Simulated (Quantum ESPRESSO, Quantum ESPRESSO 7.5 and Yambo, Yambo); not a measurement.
# Quasiparticle gap of PtS2 (1T monolayer) in Yambo

Aim: the G0W0 gap of PtS2 (1T monolayer) on PBE, step by step.

Calculated with Quantum ESPRESSO 7.5 and Yambo 5.3.0; PBE and many-body steps on it, plane waves.

Report form: the programs' logs are mostly left out.

## 1. The starting structure

The cell holds 3 atoms: 1 Pt and 2 S. Cell: a = 3.574 Å, b = 3.574 Å, c = 15.000 Å, α = 90.0°, β = 90.0°, γ = 120.0°. Vacuum lies along c.

The structure was relaxed with PBE. The runs that relaxed it are not among those shown. Spin-orbit coupling is left out unless a step names it.

## 2. Ground state

This step: Quantum ESPRESSO 7.5; DFT, PBE, plane waves, norm-conserving pseudopotentials.

The ground-state density comes first.

pw.in

```
&control
  calculation = 'scf'
  prefix = 'x'
  outdir = 'o'
  pseudo_dir = 'pseudo'
/
&system
  ibrav = 0
  nat = 3
  ntyp = 2
  ecutwfc = 76.0
  nbnd = 20
  force_symmorphic = .true.
/
&electrons
  conv_thr = 1e-10
  electron_maxstep = 80
  mixing_beta = 0.5
/
ATOMIC_SPECIES
  Pt 195.08 Pt.upf
  S 32.06 S.upf
CELL_PARAMETERS angstrom
  3.5735303220 0.0000000000 0.0000000000
  -1.7867651610 3.0947680400 0.0000000000
  0.0000000000 0.0000000000 15.0000000000
ATOMIC_POSITIONS crystal
  Pt 0.0000000000 0.0000000000 0.5000000000
  S 0.3333333333 0.6666666667 0.5818569338
  S 0.6666666667 0.3333333333 0.4181430662
K_POINTS automatic
  12 12 1 0 0 0
```

Command:

```console
$ OMP_NUM_THREADS=1 mpirun -n 4 pw.x -nk 4 -in pw.in > pw.out
```

It took 26 s on 4 MPI ranks of Arm Neoverse V1, shared host; peak memory 0.54 GiB.

Numbers from this step:

- total energy: -4155.3492 eV
- gap: 1.767 eV
- k of the valence top: 0.1667, 0.1667, 0
- k of the conduction bottom: 0, 0.25, 0
- least direct gap: 1.907 eV

The gap is indirect, with the least direct gap 0.14 eV higher.

## 3. Bands along the symmetry lines

The cheap functional maps the bands first; the places of the edges decide which points the dearer methods must see.

pw.in

```
&control
  calculation = 'bands'
  prefix = 'x'
  outdir = 'o'
  pseudo_dir = 'pseudo'
/
&system
  ibrav = 0
  nat = 3
  ntyp = 2
  ecutwfc = 76.0
  nbnd = 21
  force_symmorphic = .true.
/
&electrons
  conv_thr = 1e-9
  electron_maxstep = 80
  diago_full_acc = .true.
  diago_thr_init = 5e-6
/
ATOMIC_SPECIES
  Pt 195.08 Pt.upf
  S 32.06 S.upf
CELL_PARAMETERS angstrom
  3.5735303220 0.0000000000 0.0000000000
  -1.7867651610 3.0947680400 0.0000000000
  0.0000000000 0.0000000000 15.0000000000
ATOMIC_POSITIONS crystal
  Pt 0.0000000000 0.0000000000 0.5000000000
  S 0.3333333333 0.6666666667 0.5818569338
  S 0.6666666667 0.3333333333 0.4181430662
K_POINTS crystal
  25
  0.00000000 0.00000000 0.00000000 1
  0.06250000 0.00000000 0.00000000 1
  0.12500000 0.00000000 0.00000000 1
  0.18750000 0.00000000 0.00000000 1
  0.25000000 0.00000000 0.00000000 1
  0.31250000 0.00000000 0.00000000 1
  0.37500000 0.00000000 0.00000000 1
  0.43750000 0.00000000 0.00000000 1
  0.50000000 0.00000000 0.00000000 1
  0.47916667 0.04166667 0.00000000 1
  0.45833333 0.08333333 0.00000000 1
  0.43750000 0.12500000 0.00000000 1
  0.41666666 0.16666666 0.00000000 1
  0.39583333 0.20833333 0.00000000 1
  0.37500000 0.25000000 0.00000000 1
  0.35416666 0.29166666 0.00000000 1
  0.33333333 0.33333333 0.00000000 1
  0.29166666 0.29166666 0.00000000 1
  0.25000000 0.25000000 0.00000000 1
  0.20833333 0.20833333 0.00000000 1
  0.16666666 0.16666666 0.00000000 1
  0.12500000 0.12500000 0.00000000 1
  0.08333333 0.08333333 0.00000000 1
  0.04166667 0.04166667 0.00000000 1
  0.00000000 0.00000000 0.00000000 1
```

Wall time 13 s (4 MPI ranks); peak memory 0.42 GiB.

This step gave:

* gap: 1.767 eV
* k of the valence top: 0.1667, 0.1667, 0
* k of the conduction bottom: 0.25, 0, 0
* least direct gap: 1.907 eV

The gap is 1.767 eV, as in the run before at this level.

The electronic bands at the labelled points (eV, zero at the top of the highest filled band):

```tsv
point	band 12	band 13	band 14	band 15	band 16	band 17	band 18	band 19
Γ	-0.77	-0.66	-0.29	-0.29	3.20	3.20	5.37	5.86
halfway	-2.00	-0.42	-0.41	-0.14	1.77	2.76	6.19	6.69
M	-2.10	-2.02	-1.67	-1.37	2.79	2.98	5.52	6.76
halfway	-2.23	-2.19	-1.09	-0.75	2.30	2.60	6.21	7.82
K	-2.44	-2.23	-0.71	-0.71	2.15	2.15	6.86	8.97
halfway	-2.05	-0.80	-0.48	0.00	2.10	2.14	6.84	7.06
Γ	-0.77	-0.66	-0.29	-0.29	3.20	3.20	5.37	5.86
```

## 4. Empty states on the mesh, 6×6×1 mesh, 168 bands

The sums over transitions need many empty states on a uniform mesh; this step solves for them.

pw.in

```
&control
  calculation = 'nscf'
  prefix = 'x'
  outdir = 'o'
  pseudo_dir = 'pseudo'
/
&system
  ibrav = 0
  nat = 3
  ntyp = 2
  ecutwfc = 76.0
  nbnd = 168
  force_symmorphic = .true.
/
&electrons
  conv_thr = 1e-9
  electron_maxstep = 80
  diago_full_acc = .true.
  diago_thr_init = 5e-6
/
ATOMIC_SPECIES
  Pt 195.08 Pt.upf
  S 32.06 S.upf
CELL_PARAMETERS angstrom
  3.5735303220 0.0000000000 0.0000000000
  -1.7867651610 3.0947680400 0.0000000000
  0.0000000000 0.0000000000 15.0000000000
ATOMIC_POSITIONS crystal
  Pt 0.0000000000 0.0000000000 0.5000000000
  S 0.3333333333 0.6666666667 0.5818569338
  S 0.6666666667 0.3333333333 0.4181430662
K_POINTS automatic
  6 6 1 0 0 0
```

It took 46 s on 4 MPI ranks; peak memory 1 GiB; 3 min of CPU time.

Numbers from this step:

```yaml
gap: 2.039 eV
k_of_the_valence_top: 0.1667, 0.1667, 0
k_of_the_conduction_bottom: 0, 0.1667, 0
least_direct_gap: 2.065 eV
k_points_computed: 7
lowest_point_of_the_top_converged_band_above_the_valence_top: 53.8707 eV
```

On this mesh the gap is 2.039 eV. The earlier step found 1.767 eV, so this mesh misses an edge.

## 5. Conversion and set-up

This step: Yambo 5.3.0; conversion and set-up on PBE, plane waves, norm-conserving pseudopotentials.

The states are converted to the many-body program's format and the q mesh is built.

Command:

```console
$ (cd o/x.save; p2y > p2y.log; mv SAVE ../..); yambo > setup.log
```

Elapsed: 3 s, on 1 MPI rank; peak memory 0.25 GiB.

## 6. Screening and self-energy, 6×6×1 mesh, 168 bands, screening to 176.9 eV

G0W0 replaces the xc potential by the self-energy, built once from these orbitals. Only a window of levels is corrected, while the sums run over the empty bands that the input names.

This step: G0W0 on PBE, plane waves, norm-conserving pseudopotentials.

gw1.in

```
HF_and_locXC
gw0
dyson
ppa
em1d
rim_cut
rim_w
RandQpts= 3000000
RandGvec= 100 RL
CUTGeo= "slab z"
RandGvecW= 9 RL
EXXRLvcs= 76 Ry
VXCRLvcs= 304 Ry
Chimod= "HARTREE"
% BndsRnXp
 1 | 168 |
%
NGsBlkXp= 13 Ry
% LongDrXp
 1 | 1 | 0 |
%
% GbndRnge
 1 | 168 |
%
DysSolver= "n"
ExtendOut
PPAPntXp= 27.21138 eV
% QPkrange
 1 | 7 | 10 | 17 |
%
```

Command:

```console
$ OMP_NUM_THREADS=1 mpirun -n 4 yambo -F gw1.in -J gw1 -C gw1 > gw1.log
```

It took 47 min on 4 MPI ranks; peak memory 2.6 GiB; 3.1 h of CPU time.

This step gave:

* G0W0 gap on the mesh: 3.271 eV
* starting gap on the mesh: 2.039 eV
* k of the valence top: 0, 0.1667, 0
* k of the conduction bottom: 0, 0.1667, 0
* least direct G0W0 gap on the computed points: 3.271 eV
* Z at the valence top: 0.7469
* Z at the conduction bottom: 0.7543

The gap on the mesh goes from 2.04 eV to 3.27 eV, a correction of +1.23 eV. The start differs from the 1.77 eV found before because the two sample other k points.

Limits: finite bands, cutoff and mesh; no spin polarisation; d states lean on the start; no spin-orbit coupling. v1 is the top filled band, c1 the lowest empty one. Levels before and after the correction, in eV, zero at the valence-band top of each column:

```tsv
	conduction bottom	valence top
Kohn-Sham	2.04	0.00
G0W0	3.27	0.00
```

```tsv
	level	energy (eV)
Kohn-Sham	(0 0.167 0) v4	-1.710
Kohn-Sham	(0 0.167 0) v3	-0.257
Kohn-Sham	(0 0.167 0) v2	-0.225
Kohn-Sham	(0 0.167 0) v1	-0.026
Kohn-Sham	(0 0.167 0) c1	2.039
Kohn-Sham	(0 0.167 0) c2	2.864
G0W0	(0 0.167 0) v4	-1.670
G0W0	(0 0.167 0) v3	-0.552
G0W0	(0 0.167 0) v2	-0.334
G0W0	(0 0.167 0) v1	0.000
G0W0	(0 0.167 0) c1	3.271
G0W0	(0 0.167 0) c2	4.162
```

## 7. Where the time went

Times are wall times on the hardware named with each run, good to a factor of about two.

```tsv
step	time	share	memory (GiB)
ground state	26 s	1 %	0.54
bands along the symmetry lines	13 s	0 %	0.42
empty states on the mesh	46 s	2 %	1
conversion and set-up	3 s	0 %	0.25
screening and self-energy	47 min	97 %	2.6
```

## 8. Summary of results

```yaml
pbe_gap: 1.77 eV, indirect
g0w0_gap_on_the_mesh: 3.27 eV
g0w0_gap_over_the_zone_rigid_shift: 3.00 eV
gw_settings: 6×6×1 mesh, 168 bands, screening to 176.9 eV, Godby-Needs plasmon pole
known_limits: not at the basis limit; no spin polarisation; d states lean on the start; no spin-orbit coupling
```

In words: G0W0 moves the gap on the mesh from 2.04 eV to 3.27 eV (+1.23 eV), with Z of 0.75 and 0.75 at the edges. The mesh misses the band edges by 0.27 eV in all; a rigid shift gives 3.00 eV for the zone. The dearest step here is «screening and self-energy». Bands and cutoff are finite, so the gap is not at the basis limit. The miss can reach some tenths of an eV and take either sign; the mesh is an error of its own. A denser mesh or path gives a starting gap of 1.77 eV: the GW mesh misses a band edge, so its gaps are not the fundamental one. The runs have no spin polarisation. For a closed low-spin shell that is the natural state; where a d or f shell is open it is a constraint, and the gap is then not the crystal's own. With d states at the gap, one-shot GW leans hard on its start. The many-body steps are scalar-relativistic: spin-orbit coupling is not in them.

[Paths, hosts, dates, memory and timing lines, banners, echoed tables and standing remarks are left out of the program output.]

[Logs are printed without paths, hosts, clocks, repeated set-up lines and the standing remarks that a program may print on its own settings, such as how far it seeks lower states.]

[Runs of the session that timed out or met a known fault of the program may be left out.]

[Hosts, paths, dates, database ids (printed as entryN), source tags and the programs' standing remarks are cut or masked in the printed files.]
